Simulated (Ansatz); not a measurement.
**Na on Nb(110): change of the work function**

How does Na on the shortbridge site change the work function of Nb(110) as the layer fills?

Main program and level: Ansatz 0.2.0; plane-wave DFT, RPBE, Ansatz PAW, in the first sound run; inputs show where later runs differ.

## 1. Starting point

The cell holds 4 atoms: 4 Nb. Its edges and angles: a = 2.858 Å, b = 2.858 Å, c = 25.000 Å, α = 90.0°, β = 90.0°, γ = 70.5°. Vacuum lies along c.

## 2. The clean slab

The bare slab comes first, as the zero from which every change is counted. The two lowest layers are held at bulk places and the upper ones relax. The dipole correction removes the false field that a one-sided slab makes across the periodic vacuum, so each face gets a flat vacuum level of its own.

The input, input.yaml:

```yaml
crystal:
  lattice:
    - [2.3334523779, -1.65, 0.0]
    - [2.3334523779, 1.65, 0.0]
    - [0.0, 0.0, 25.0003571337]
  atoms:
    - { symbol: Nb, position: [0.0, 0.0, 0.3599948573] }
    - { symbol: Nb, position: [0.5, 0.5, 0.4533316191] }
    - { symbol: Nb, position: [0.0, 0.0, 0.5466683809] }
    - { symbol: Nb, position: [0.5, 0.5, 0.6400051427] }
kpoints:
  mp_grid: { grid: [11, 11, 1] }
hamiltonian:
  xc: rpbe
scf:
  occupations: { method: fermi_dirac, width: 0.1 }
  convergence: { dr2_threshold: 1.0e-08 }
efield:
  axis: 3
  dipole_correction: true
  ramp_position: 0.97
  ramp_width: 0.06
relax:
  f_tol: 0.02
  max_steps: 60
  constraints: [{ sites: [0, 1] }]
output:
  write_potential: true
  write_density: true
  volumetric_format: npy
```

Command:

```sh
$ ansatz run input.yaml --threads 4 --pin off --max-ram 6144MiB --backend cpu --events-out ev --progress --plain --runs-dir out
```

Numbers of over 12 decimals in the logs are rounded to 6 here.

Output:

```text
Engine: ansatz 0.2.0, aarch64-unknown-linux-gnu
Pseudopotentials: kind: paw
Pseudopotential: Nb, paw, valence charge 13, recommended cutoff 420 eV (normal), Nb.paw.azcp
Functional definition: RPBE
  parameter kappa = 0.804
  parameter beta = 0.066725
  exchange = rpbe_x(kappa = kappa, mu = beta*pi^2/3)
  correlation = pbe_c(beta = beta)
Crystal: 4 atoms, lattice volume = 192.513 Å³
Basis set: ecut = 420 eV, 3769 PW (Γ), exchange–correlation on 40×40×360 points (8 copies of the dense FFT grid, shifted against one another)
Bands: 32, of which v1, the nominal top of the filled ones, is band 26 counted from 1 (25 counted from 0)
Symmetry: 4 space group operations
k-points: 36 of 121
Non-local potential: Nb, projectors of the file, l = 0: 3, l = 1: 2, l = 2: 2, l = 3: 1
PAW form: soft (Blöchl's): semilocal exchange-correlation on the pseudo side does not see the compensation charge
PAW frozen core: Nb, regenerated for the run's functional, and the local potential with it (the file was generated under x = pbe(κ = 0.804, μ = 0.219515), c = pbe(β = 0.066725))
PAW one-centre angular grid: Nb, 590 points (default); XC on 64 Gauss nodes
Initial density: superposition of atomic densities (neutral atoms: chi_scale 0, normalization atom), corrected by the library's trained network
Initial wavefunctions: pseudopotential atomic-orbital guess
Functional: x = rpbe, c = pbe(β = 0.066725)
SCF iter   1: F=—  HF=-18235.045784 eV  |F-HF|=—  |Δ(HF+E_count)|=         —  Δρ=9.71e-3  dr2=3.42e0  ethr=1.77e-3  p=0.000 e·Å  D=2.85e-14 V/Å  ΔV_dip=-0.00 eV  dr2_dipole=2.19e-7  V_vac-E_F(+/−)=4.80/4.80 eV  ⟨swp⟩=7.8  Hψ=5516  notcnv=0
efield: sawtooth ramp at fractional position 0.9700 (set: `efield.ramp_position`, or a place that a band, a saddle search or an elastic batch's reference lends), width 0.0600; the density the first Hamiltonian is built on has a dipole p = 0.000 e·Å; the dipole correction subtracts the counter field D = 2.85e-14 V/Å, which shifts the + side's vacuum level by -0.00 eV against the − side's; the planar-averaged density in the ramp window peaks in size at 3.8e-6 e/Å³
preconditioner: auto → LDOS  [metal: Δε(μ)=0.033 eV  Ē_g=3.356 eV  σ=0.100 eV  W_gap=0.08  n_scr=16 (ndim 8)  ℏωp=12.0 eV  f_vac=0.550  D(μ)=5.55/eV (n_scr^D=18)  β→1.0]
SCF iter   2: F=—  HF=-18234.940476 eV  |F-HF|=—  |Δ(HF+E_count)|=   1.05e-1  Δρ=2.46e-3  dr2=5.26e-2  ethr=1.77e-3  p=0.000 e·Å  D=5.04e-5 V/Å  ΔV_dip=-0.00 eV  dr2_dipole=4.19e-7  V_vac-E_F(+/−)=4.39/4.39 eV  ⟨swp⟩=2.0  Hψ=1535  notcnv=0
SCF iter   3: F=—  HF=-18234.941274 eV  |F-HF|=—  |Δ(HF+E_count)|=   7.98e-4  Δρ=6.96e-4  dr2=6.52e-3  ethr=1.01e-4  p=0.000 e·Å  D=9.38e-6 V/Å  ΔV_dip=-0.00 eV  dr2_dipole=3.12e-9  V_vac-E_F(+/−)=4.42/4.42 eV  ⟨swp⟩=2.2  Hψ=1541  notcnv=0
SCF iter   4: F=—  HF=-18234.941102 eV  |F-HF|=—  |Δ(HF+E_count)|=   1.72e-4  Δρ=1.74e-4  dr2=6.56e-5  ethr=1.25e-5  p=0.000 e·Å  D=5.21e-6 V/Å  ΔV_dip=-0.00 eV  dr2_dipole=2.32e-13  V_vac-E_F(+/−)=4.40/4.40 eV  ⟨swp⟩=2.1  Hψ=1450  notcnv=0
SCF iter   5: F=—  HF=-18234.941123 eV  |F-HF|=—  |Δ(HF+E_count)|=   2.04e-5  Δρ=4.37e-5  dr2=3.89e-6  ethr=1.26e-7  p=0.000 e·Å  D=1.88e-6 V/Å  ΔV_dip=-0.00 eV  dr2_dipole=1.63e-10  V_vac-E_F(+/−)=4.40/4.40 eV  ⟨swp⟩=3.5  Hψ=2362  notcnv=0
SCF iter   6: F=—  HF=-18234.940979 eV  |F-HF|=—  |Δ(HF+E_count)|=   1.43e-4  Δρ=1.24e-5  dr2=5.87e-7  ethr=7.48e-9  p=0.000 e·Å  D=1.11e-6 V/Å  ΔV_dip=-0.00 eV  dr2_dipole=1.81e-11  V_vac-E_F(+/−)=4.40/4.40 eV  ⟨swp⟩=2.4  Hψ=1805  notcnv=0
SCF iter   7: F=—  HF=-18234.940980 eV  |F-HF|=—  |Δ(HF+E_count)|=   5.32e-7  Δρ=2.47e-6  dr2=1.57e-8  ethr=1.13e-9  p=0.000 e·Å  D=2.08e-7 V/Å  ΔV_dip=-0.00 eV  dr2_dipole=2.29e-11  V_vac-E_F(+/−)=4.40/4.40 eV  ⟨swp⟩=2.4  Hψ=1643  notcnv=0
SCF iter   8: F=-18234.940980 eV  HF=-18234.940980 eV  |F-HF|=7.39e-10  |Δ(HF+E_count)|=   4.83e-8  Δρ=9.20e-7  dr2=5.22e-9  ethr=1.92e-11  p=0.000 e·Å  D=2.49e-7 V/Å  ΔV_dip=-0.00 eV  dr2_dipole=8.71e-12  V_vac-E_F(+/−)=4.40/4.40 eV  ⟨swp⟩=10.3  Hψ=8389  notcnv=0
SCF 1 converged in 8 iterations: F = -18234.940980 eV  dr2 = 5.22e-9
  greatest PAW one-centre occupation: 0.999 electrons in one spin orbital (limit 2), on the Nb atom at site 1 (counted from 0), in its partial waves of l = 0
relax step   1: F+E_penalty+E_count = -18234.94097970 eV  Δ(F+E_penalty+E_count) = +0.000e0 eV  max|allowed force component| = 4.309e-1 eV/Å  Δτ_max = 0.0000 Å  (8 SCF iters, accepted)
Initial density: handed on by an earlier stage of this run
Initial wavefunctions: those handed on with the density
SCF iter   1: F=—  HF=-18235.002893 eV  |F-HF|=—  |Δ(HF+E_count)|=         —  Δρ=1.06e-2  dr2=2.28e0  ethr=3.10e-3  p=0.000 e·Å  D=3.50e-7 V/Å  ΔV_dip=-0.00 eV  dr2_dipole=3.07e-1  V_vac-E_F(+/−)=4.38/4.38 eV  ⟨swp⟩=4.2  Hψ=2864  notcnv=0
efield: sawtooth ramp at fractional position 0.9700 (set: `efield.ramp_position`, or a place that a band, a saddle search or an elastic batch's reference lends), width 0.0600; the density the first Hamiltonian is built on has a dipole p = 0.000 e·Å; the dipole correction subtracts the counter field D = 3.50e-7 V/Å, which shifts the + side's vacuum level by -0.00 eV against the − side's; the planar-averaged density in the ramp window peaks in size at 6.4e-7 e/Å³
preconditioner: auto → LDOS  [metal: Δε(μ)=0.013 eV  Ē_g=3.299 eV  σ=0.100 eV  W_gap=0.03  n_scr=16 (ndim 8)  ℏωp=12.0 eV  f_vac=0.549  D(μ)=5.59/eV (n_scr^D=18)  β→1.0]
SCF iter   2: F=—  HF=-18234.937872 eV  |F-HF|=—  |Δ(HF+E_count)|=   6.50e-2  Δρ=2.95e-3  dr2=1.38e-1  ethr=3.10e-3  p=0.004 e·Å  D=4.03e-3 V/Å  ΔV_dip=-0.10 eV  dr2_dipole=5.66e-2  V_vac-E_F(+/−)=4.35/4.45 eV  ⟨swp⟩=1.8  Hψ=1490  notcnv=0
SCF iter   3: F=—  HF=-18234.937560 eV  |F-HF|=—  |Δ(HF+E_count)|=   3.12e-4  Δρ=1.95e-3  dr2=1.82e-2  ethr=2.66e-4  p=0.001 e·Å  D=8.77e-4 V/Å  ΔV_dip=-0.02 eV  dr2_dipole=5.00e-4  V_vac-E_F(+/−)=4.38/4.40 eV  ⟨swp⟩=2.2  Hψ=1821  notcnv=0
SCF iter   4: F=—  HF=-18234.933615 eV  |F-HF|=—  |Δ(HF+E_count)|=   3.95e-3  Δρ=4.69e-4  dr2=1.37e-3  ethr=3.51e-5  p=0.002 e·Å  D=2.19e-3 V/Å  ΔV_dip=-0.05 eV  dr2_dipole=1.43e-4  V_vac-E_F(+/−)=4.34/4.40 eV  ⟨swp⟩=2.2  Hψ=2006  notcnv=0
SCF iter   5: F=—  HF=-18234.933445 eV  |F-HF|=—  |Δ(HF+E_count)|=   1.70e-4  Δρ=9.61e-5  dr2=4.31e-5  ethr=2.63e-6  p=0.002 e·Å  D=2.11e-3 V/Å  ΔV_dip=-0.05 eV  dr2_dipole=5.50e-6  V_vac-E_F(+/−)=4.35/4.40 eV  ⟨swp⟩=3.2  Hψ=2189  notcnv=0
SCF iter   6: F=—  HF=-18234.933464 eV  |F-HF|=—  |Δ(HF+E_count)|=   1.91e-5  Δρ=2.99e-5  dr2=4.15e-6  ethr=8.28e-8  p=0.002 e·Å  D=2.18e-3 V/Å  ΔV_dip=-0.05 eV  dr2_dipole=1.17e-6  V_vac-E_F(+/−)=4.34/4.40 eV  ⟨swp⟩=2.1  Hψ=1466  notcnv=0
SCF iter   7: F=—  HF=-18234.933318 eV  |F-HF|=—  |Δ(HF+E_count)|=   1.46e-4  Δρ=1.00e-5  dr2=4.30e-7  ethr=7.98e-9  p=0.002 e·Å  D=2.29e-3 V/Å  ΔV_dip=-0.06 eV  dr2_dipole=2.65e-8  V_vac-E_F(+/−)=4.34/4.40 eV  ⟨swp⟩=2.2  Hψ=1541  notcnv=0
SCF iter   8: F=—  HF=-18234.933318 eV  |F-HF|=—  |Δ(HF+E_count)|=   1.25e-7  Δρ=2.99e-6  dr2=3.78e-8  ethr=8.27e-10  p=0.002 e·Å  D=2.31e-3 V/Å  ΔV_dip=-0.06 eV  dr2_dipole=3.44e-10  V_vac-E_F(+/−)=4.34/4.39 eV  ⟨swp⟩=2.6  Hψ=2086  notcnv=0
SCF iter   9: F=—  HF=-18234.933318 eV  |F-HF|=—  |Δ(HF+E_count)|=   1.63e-8  Δρ=1.52e-6  dr2=1.49e-8  ethr=1.92e-11  p=0.002 e·Å  D=2.33e-3 V/Å  ΔV_dip=-0.06 eV  dr2_dipole=2.24e-9  V_vac-E_F(+/−)=4.34/4.39 eV  ⟨swp⟩=10.2  Hψ=8238  notcnv=0
SCF iter  10: F=-18234.933318 eV  HF=-18234.933318 eV  |F-HF|=1.44e-9  |Δ(HF+E_count)|=   8.36e-9  Δρ=3.75e-7  dr2=2.46e-10  ethr=1.92e-11  p=0.002 e·Å  D=2.33e-3 V/Å  ΔV_dip=-0.06 eV  dr2_dipole=2.84e-12  V_vac-E_F(+/−)=4.34/4.39 eV  ⟨swp⟩=9.1  Hψ=7560  notcnv=0
SCF 2 converged in 10 iterations: F = -18234.933318 eV  dr2 = 2.46e-10
  greatest PAW one-centre occupation: 0.999 electrons in one spin orbital (limit 2), on the Nb atom at site 2 (counted from 0), in its partial waves of l = 0
relax step   2: F+E_penalty+E_count = -18234.93331841 eV  Δ(F+E_penalty+E_count) = +7.661e-3 eV  max|allowed force component| = 5.360e-1 eV/Å  Δτ_max = 0.1571 Å  (10 SCF iters, rejected (line search))
iter 1 solved again at ethr=2.09e-3 eV; its pass at ethr=3.10e-3 eV (dr2=1.09e0 eV) is discarded
SCF iter   1: F=—  HF=-18234.986934 eV  |F-HF|=—  |Δ(HF+E_count)|=         —  Δρ=7.10e-3  dr2=1.07e0  ethr=2.09e-3  p=0.002 e·Å  D=2.33e-3 V/Å  ΔV_dip=-0.06 eV  dr2_dipole=1.95e-1  V_vac-E_F(+/−)=4.35/4.40 eV  ⟨swp⟩=1.0  Hψ=4026  notcnv=0
efield: sawtooth ramp at fractional position 0.9700 (set: `efield.ramp_position`, or a place that a band, a saddle search or an elastic batch's reference lends), width 0.0600; the density the first Hamiltonian is built on has a dipole p = 0.002 e·Å; the dipole correction subtracts the counter field D = 2.33e-3 V/Å, which shifts the + side's vacuum level by -0.06 eV against the − side's; the planar-averaged density in the ramp window peaks in size at 8.3e-7 e/Å³
preconditioner: auto → LDOS  [metal: Δε(μ)=0.005 eV  Ē_g=3.325 eV  σ=0.100 eV  W_gap=0.01  n_scr=16 (ndim 8)  ℏωp=12.0 eV  f_vac=0.550  D(μ)=5.42/eV (n_scr^D=16)  β→1.0]
SCF iter   2: F=—  HF=-18234.957205 eV  |F-HF|=—  |Δ(HF+E_count)|=   2.97e-2  Δρ=1.78e-3  dr2=4.39e-2  ethr=2.05e-3  p=0.002 e·Å  D=1.66e-3 V/Å  ΔV_dip=-0.04 eV  dr2_dipole=1.72e-2  V_vac-E_F(+/−)=4.34/4.38 eV  ⟨swp⟩=1.3  Hψ=1169  notcnv=0
SCF iter   3: F=—  HF=-18234.956653 eV  |F-HF|=—  |Δ(HF+E_count)|=   5.52e-4  Δρ=1.28e-3  dr2=8.43e-3  ethr=8.43e-5  p=0.003 e·Å  D=2.62e-3 V/Å  ΔV_dip=-0.07 eV  dr2_dipole=5.98e-4  V_vac-E_F(+/−)=4.33/4.39 eV  ⟨swp⟩=2.7  Hψ=2203  notcnv=0
SCF iter   4: F=—  HF=-18234.954876 eV  |F-HF|=—  |Δ(HF+E_count)|=   1.78e-3  Δρ=2.12e-4  dr2=2.17e-4  ethr=1.62e-5  p=0.002 e·Å  D=1.69e-3 V/Å  ΔV_dip=-0.04 eV  dr2_dipole=1.86e-5  V_vac-E_F(+/−)=4.35/4.40 eV  ⟨swp⟩=2.2  Hψ=1812  notcnv=0
SCF iter   5: F=—  HF=-18234.954866 eV  |F-HF|=—  |Δ(HF+E_count)|=   9.58e-6  Δρ=5.77e-5  dr2=2.31e-5  ethr=4.16e-7  p=0.002 e·Å  D=1.51e-3 V/Å  ΔV_dip=-0.04 eV  dr2_dipole=1.50e-6  V_vac-E_F(+/−)=4.36/4.39 eV  ⟨swp⟩=2.9  Hψ=2314  notcnv=0
SCF iter   6: F=—  HF=-18234.954873 eV  |F-HF|=—  |Δ(HF+E_count)|=   6.72e-6  Δρ=1.72e-5  dr2=1.68e-6  ethr=4.45e-8  p=0.001 e·Å  D=1.33e-3 V/Å  ΔV_dip=-0.03 eV  dr2_dipole=2.51e-7  V_vac-E_F(+/−)=4.36/4.39 eV  ⟨swp⟩=2.2  Hψ=1468  notcnv=0
SCF iter   7: F=—  HF=-18234.954724 eV  |F-HF|=—  |Δ(HF+E_count)|=   1.49e-4  Δρ=6.09e-6  dr2=1.14e-7  ethr=3.24e-9  p=0.001 e·Å  D=1.20e-3 V/Å  ΔV_dip=-0.03 eV  dr2_dipole=2.01e-9  V_vac-E_F(+/−)=4.36/4.39 eV  ⟨swp⟩=2.3  Hψ=1650  notcnv=0
SCF iter   8: F=—  HF=-18234.954724 eV  |F-HF|=—  |Δ(HF+E_count)|=   5.19e-8  Δρ=1.81e-6  dr2=1.05e-8  ethr=1.92e-11  p=0.001 e·Å  D=1.16e-3 V/Å  ΔV_dip=-0.03 eV  dr2_dipole=4.26e-10  V_vac-E_F(+/−)=4.37/4.40 eV  ⟨swp⟩=10.8  Hψ=8716  notcnv=0
SCF iter   9: F=-18234.954724 eV  HF=-18234.954724 eV  |F-HF|=4.37e-10  |Δ(HF+E_count)|=   1.74e-8  Δρ=4.45e-7  dr2=5.99e-10  ethr=1.92e-11  p=0.001 e·Å  D=1.15e-3 V/Å  ΔV_dip=-0.03 eV  dr2_dipole=1.83e-11  V_vac-E_F(+/−)=4.37/4.40 eV  ⟨swp⟩=9.5  Hψ=7589  notcnv=0
SCF 3 converged in 9 iterations: F = -18234.954724 eV  dr2 = 5.99e-10
relax step   3: F+E_penalty+E_count = -18234.95472369 eV  Δ(F+E_penalty+E_count) = -1.374e-2 eV  max|allowed force component| = 9.962e-3 eV/Å  Δτ_max = 0.0578 Å  (9 SCF iters, accepted)
NSCF: frozen V_eff on 36 k-points
the band table was solved once a step of the walk had ended and its energy, with any forces and stress, was formed, with the checks that follow a solve (5812 applications of the Hamiltonian). They found nothing against the state; the energy, forces and stress were not computed again (output.eigenvalues in the input reference)
SCF converged after 9 iterations
Free energy (F): -18234.954724 eV
Harris-Foulkes:  -18234.954724 eV  (|F-HF|=4.37e-10)
Internal energy: -18234.775823 eV  (E = F + TS)
E sigma→0 (E₀):  -18234.865273 eV
Entropy (-TS):   -0.178901 eV (-44.725 meV/atom)
Fermi energy:    4.115373 eV
Dipole field:    D = 0.001160 V/Å  (p = 0.001234 e·Å, saw-weighted, corrected)
Work function:   Φ+ = 4.3661 eV   Φ− = 4.3951 eV
Levels:          The Fermi level and band energies are counted from a zero that moves with the ramp; work functions are not
--- Per-component energies (eV) ---
  E_band       = -985.775438
  E_kinetic    = 1574.196190
  E_local      = -55893.826979  (includes V_loc(G=0)·N_el)
  E_nonlocal   = 477.905591
  E_hartree    = 27065.698319
  E_xc         = -700.232970
  E_vxc        = -847.706112  (∫ρ·V_xc dr)
  E_paw        = -12320.376647  (= ΣΔE_a)
  E_vpaw       = -427.740345  (= ΣTr[D̂ρ^β])
  E_aug_tail   = 0.000028  (compensation charges beyond the density's cutoff)
  E_efield     = 0.000001  (sawtooth field / dipole correction)
  E_vefield    = -0.000753  (∫n·V_field dr)
  E_ewald      = 21562.204359
  E_core_change = -0.343713  (= ΣΔE_core)
  E_smearing   = -0.178901  (= −TS)
  E_closure    = 0.000000  (closes the sum)
  Σ components = -18234.954724   (vs F -18234.954724, Δ=0.00e0)
--- Forces (eV/Å), atoms counted from 1 ---
  atom   1  Nb     0.00000000     0.00000000     0.24369424
  atom   2  Nb     0.00000000     0.00000000    -0.25794590
  atom   3  Nb     0.00000000     0.00000000     0.00996154
  atom   4  Nb     0.00000000     0.00000000     0.00428672
  max |Σ_I F_I| component: 3.41e-6 eV/Å
--- Band table (eV; the first three rows and the last of 36) ---
  k-point 0: bands = [... 22 lower, 3.5783, 3.6280, 3.8077, 4.1499, 4.2505, 4.7356, 4.8328, 5.7143, ... 2 higher]
  k-point 1: bands = [... 22 lower, 3.4937, 3.5857, 3.7730, 4.0774, 4.3764, 4.4439, 4.9231, 5.2517, ... 2 higher]
  k-point 2: bands = [... 22 lower, 3.2798, 3.4514, 3.6998, 3.7887, 3.9084, 4.3881, 5.0207, 5.2602, ... 2 higher]
  k-point 35: bands = [... 22 lower, 2.7770, 3.4589, 3.7609, 5.3214, 5.5881, 6.4327, 6.5394, 6.7490, ... 2 higher]
--- Relaxed structure (3 steps of the walk, 2 accepted, 0 SCFs on fresh bases) ---
  F+E_penalty+E_count = -18234.95472369 eV   max|allowed force component| = 9.962e-3 eV/Å
  atoms:
    - { symbol: Nb, position: [0.0, 0.0, 0.359995] }
    - { symbol: Nb, position: [0.5, 0.5, 0.4533316191] }
    - { symbol: Nb, position: [0.0, 0.0, 0.548982] }
    - { symbol: Nb, position: [0.5, 0.5, 0.639692] }
```

Run time: 29 s. Hardware: 4 threads of Arm Neoverse N1, shared host; peak memory 0.58 GiB; 1.9 min of CPU time.

The steps of the relaxation:

```csv
step,energy less that of the first step (eV),largest force component (eV/Å)
1,0.0000,0.4309
2,0.0077,0.5360
3,-0.0137,0.0100
```

Relaxation step 2 was tried and not accepted.

The run keeps the 4 symmetry operations that it works with, so distortions that break them were not tested.

The atoms that moved most (Å):

```csv
atom,dx,dy,dz,length
Nb3,0.000,0.000,0.058,0.058
Nb4,0.000,0.000,-0.008,0.008
```

Final coordinates:

```cif
data_structure
_symmetry_space_group_name_H-M 'P 1'
_symmetry_Int_Tables_number 1
_cell_length_a 2.8579
_cell_length_b 2.8579
_cell_length_c 25.0004
_cell_angle_alpha 90.000
_cell_angle_beta 90.000
_cell_angle_gamma 70.529
_cell_volume 192.51
loop_
_atom_site_label
_atom_site_type_symbol
_atom_site_fract_x
_atom_site_fract_y
_atom_site_fract_z
_atom_site_occupancy
Nb1 Nb 0.00000 0.00000 0.35999 1
Nb2 Nb 0.50000 0.50000 0.45333 1
Nb3 Nb 0.00000 0.00000 0.54898 1
Nb4 Nb 0.50000 0.50000 0.63969 1
```

This step gave:

```
energy at zero smearing        : -18234.8653 eV
work function, upper face      : 4.366 eV
work function, lower face      : 4.395 eV
dipole along the normal        : 0.001234 e·Å
step between the vacuum levels : -0.02901 eV
```

Running mean over 2.333 Å of the planar mean; the ramp of the sawtooth is left out. Electron's electrostatic potential energy less the Fermi level against z:

```csv
z (Å),electron's electrostatic potential energy less the Fermi level (eV)
4,4.39
5,4.37
6,4.20
7,2.66
8,-5.95
9,-11.1
10,-11.0
11,-11.0
12,-10.6
13,-10.6
14,-11.1
15,-11.7
16,-11.2
17,-5.89
18,2.66
19,4.18
20,4.35
21,4.36
```

The relaxation took 3 steps and lowered the energy by 0.014 eV; the largest force on the free atoms ends at 0.0100 eV/Å.

The work function of the upper face is 4.37 eV.

(Continued in part 2 of 4.)

[Logs are printed without paths, hosts, clocks, repeated set-up lines and the standing remarks that a program may print on its own settings, such as how far it seeks lower states.]

[Hosts, paths, dates, database ids (printed as entryN), source tags and the programs' standing remarks are cut or masked in the printed files.]

[Maps of the electrostatic potential energy from Ansatz leave out the sawtooth potential of an applied field or a dipole correction, so their vacuum need not be flat; planar profiles and work functions include it.]
